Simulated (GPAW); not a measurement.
**NbSi2N4 monolayer: simulated STM images**

Aim: Tersoff-Hamann images of NbSi2N4 monolayer at several biases.

Program: GPAW 26.7.0. Level of theory: GPAW, PAW setups; layer in a repeated cell with vacuum, relaxation of atoms and in-plane cell, in the first sound run; inputs show where later runs differ. Results are calculated unless marked as measured.

## Step 1: Set-up

The cell holds 7 atoms: 4 N, 2 Si and 1 Nb. Its edges and angles: a = 2.920 Å, b = 2.920 Å, c = 21.159 Å, α = 90.0°, β = 90.0°, γ = 120.0°. Vacuum lies along c.

## Step 2: Relaxing the atoms

Forces are removed first; all later runs use this geometry.

File run.py:

```python
import json
import numpy as np
from ase import Atoms
from ase.filters import FrechetCellFilter
from ase.optimize import BFGS
from gpaw import GPAW, PW

slab = Atoms(
    ['N', 'Si', 'N', 'Nb', 'N', 'Si', 'N'],
    positions=[
        [0.00000, 0.00000, 7.00000],
        [-0.00000, 1.68586, 7.46943],
        [-0.00000, 1.68586, 9.21943],
        [0.00000, 0.00000, 10.57937],
        [-0.00000, 1.68586, 11.93930],
        [-0.00000, 1.68586, 13.68930],
        [0.00000, 0.00000, 14.15873]],
    cell=[[2.92, 0.0, 0.0], [-1.46, 2.52879, 0.0], [0.0, 0.0, 21.1587]],
    pbc=[True, True, True],
    magmoms=[0.0, 0.0, 0.0, 1.0, 0.0, 0.0, 0.0])

slab.calc = GPAW(mode=PW(600), xc='PBE', kpts={'size': (12, 12, 1), 'gamma': True},
                 occupations={'name': 'fermi-dirac', 'width': 0.05}, nbands='200%',
                 convergence={'density': 1e-05}, maxiter=200,
                 symmetry={'tolerance': 1e-3}, txt='slab.txt')
result = {}
# The in-plane cell is free; stress needs a cell that repeats along all three vectors
path = []
opt = BFGS(FrechetCellFilter(slab, mask=[1, 1, 0, 0, 0, 1]), maxstep=0.2)
opt.attach(lambda: path.append((slab.get_potential_energy(), slab.positions.tolist(), slab.get_forces().tolist())))
result['relaxed'] = bool(opt.run(fmax=0.02, steps=45))
result['path'] = path
result['cell'] = slab.cell.tolist()
print('in-plane lattice', slab.cell.cellpar().round(4)[[0, 1, 5]])
energy = slab.get_potential_energy()
fermi = slab.calc.get_fermi_level()
v = slab.calc.get_electrostatic_potential().mean((0, 1)) - fermi
n = slab.calc.get_pseudo_density().mean((0, 1))
L = slab.cell[2, 2]
z = np.arange(len(v)) * L / len(v)
low, high = slab.positions[:, 2].min(), slab.positions[:, 2].max()
below, above = np.interp([low - 4.8, high + 4.8], z, v)
slopes = [np.interp(x, z, np.gradient(v, z)) for x in (low - 4.8, high + 4.8)]
eps = np.array([[slab.calc.get_eigenvalues(k, s) for k in range(len(slab.calc.get_ibz_k_points()))]
                for s in range(slab.calc.get_number_of_spins())]) - fermi
top, bottom = eps[eps < 0].max(), eps[eps > 0].min()
dipole = slab.get_dipole_moment()[2]
print(f'energy {energy:.4f} eV, Fermi level {fermi:.4f} eV, dipole {dipole:.5f} e A')
print(f'potential 4.8 A off the faces, from the Fermi level: lower {below:.4f} eV, upper {above:.4f} eV')
print(f'slope of the potential there: lower {slopes[0]:.5f}, upper {slopes[1]:.5f} eV/A')
print(f'nearest levels on the mesh: {top:.4f} and {bottom:.4f} eV')
print('magnetic moment', round(slab.get_magnetic_moment(), 3))
result.update(energy=energy, fermi=fermi, dipole=dipole, below=below, above=above, slopes=slopes, edges=[top, bottom],
              z=z.tolist(), v=v.tolist(), n=n.tolist(), positions=slab.positions.tolist(),
              forces=slab.get_forces(apply_constraint=False).tolist(), moments=slab.get_magnetic_moments().tolist())
json.dump(result, open('result.json', 'w'))
```

On the command line:

```console
$ OMP_NUM_THREADS=1 OPENBLAS_NUM_THREADS=1 python run.py
```

Log:

```text
Step          Energy          fmax
BFGS:    0      -60.254100        2.076995
BFGS:    1      -60.385740        1.086113
BFGS:    2      -60.474592        0.297631
BFGS:    3      -60.481174        0.326010
BFGS:    4      -60.511788        0.373885
BFGS:    5      -60.527263        0.302715
BFGS:    6      -60.534862        0.095541
BFGS:    7      -60.535753        0.043132
BFGS:    8      -60.536836        0.038460
BFGS:    9      -60.539394        0.025918
BFGS:   10      -60.542181        0.021299
BFGS:   11      -60.543146        0.006488
in-plane lattice [  2.9365   2.9365 120.    ]
energy -60.5372 eV, Fermi level 1.3396 eV, dipole 0.00056 e A
potential 4.8 A off the faces, from the Fermi level: lower 5.5130 eV, upper 5.5101 eV
slope of the potential there: lower -0.00008, upper 0.00140 eV/A
nearest levels on the mesh: -0.0293 and 0.0593 eV
magnetic moment 0.865
```

The job ended after 24 min (1 thread of Intel Xeon Platinum 8488C (Sapphire Rapids), shared host; peak memory 0.76 GiB).

This step gave:

```yaml
dipole_along_the_normal: 5.60e-4 e·Å
levels_nearest_the_fermi_level_on_the_mesh: -0.02930, 0.05926 eV from the Fermi level
site_moments: 0.004043, 0.009108, 0.002488, 0.5444, 0.002488, 0.009108, 0.004043 μB
sum_of_the_site_moments: 0.5757 μB
```

The electrostatic potential energy of an electron (without an applied field's), less the Fermi level, planar mean oscillates, so the rows of the table below give means over windows of 1.06 Å about each position, cut where the curve ends. Its maxima inside the range that stand out by 2 % of the span (Å: eV): 8.6: 0.296, 9.7: -7.77, 11.5: -7.78, 12.5: 0.292. Its minima: 7.1: -22.8, 9.3: -12.5, 10.6: -27.2, 11.8: -12.5, 14.0: -22.8.

Electrostatic potential energy of an electron (without an applied field's), less the Fermi level, planar mean against z; means over each step:

```
z (Å)  electrostatic potential energy of an electron (without an applied field's), less the Fermi level, planar mean (eV)
 0.53                                                                                                                5.51
 1.59                                                                                                                5.51
 2.65                                                                                                                5.51
 3.71                                                                                                                5.51
 4.77                                                                                                                5.48
 5.83                                                                                                                4.37
 6.89                                                                                                               -13.3
 7.95                                                                                                               -11.3
 9.01                                                                                                               -5.33
10.07                                                                                                               -15.8
11.13                                                                                                               -15.1
12.19                                                                                                               -4.98
13.25                                                                                                               -12.2
14.31                                                                                                               -12.4
15.37                                                                                                                4.50
16.43                                                                                                                5.47
17.49                                                                                                                5.51
18.55                                                                                                                5.51
19.61                                                                                                                5.51
20.67                                                                                                                5.51
```

Table of pseudo valence density, planar mean by z:

z (Å), pseudo valence density, planar mean (e/Å³) and a bar:
```
      4.0       0.00 
      4.5       0.00 
      5.0       0.00 
      5.5       0.01 
      6.0       0.08 ##
      6.5       0.38 ########
      7.0       0.84 #################
      7.5       0.59 ############
      8.0       0.28 #####
      8.5       0.27 #####
      9.0       0.58 ###########
      9.5       0.76 ###############
     10.0       0.73 ##############
     10.5       1.52 ##############################
     11.0       0.93 ##################
     11.5       0.71 ##############
     12.0       0.69 ##############
     12.5       0.33 #######
     13.0       0.25 #####
     13.5       0.44 #########
     14.0       0.85 #################
     14.5       0.57 ###########
     15.0       0.13 ###
     15.5       0.02 
     16.0       0.00 
     16.5       0.00 
     17.0       0.00 
     17.5       0.00
```

Site moment by atom:

```
atom  site moment (μB)
  N1             0.004
 Si2             0.009
  N3             0.002
 Nb4             0.544
  N5             0.002
 Si6             0.009
  N7             0.004
```

The relaxation lowered the energy of the cell by 0.287 eV (energies extrapolated to zero smearing; the optimiser's log prints free energies). The largest force left on a free atom is 0.0065 eV/Å.

(Continued in part 2 of 2.)

[Logs are printed without paths, hosts, clocks, repeated set-up lines and the standing remarks that a program may print on its own settings, such as how far it seeks lower states.]

[Hosts, paths, dates, database ids (printed as entryN), source tags and the programs' standing remarks are cut or masked in the printed files.]
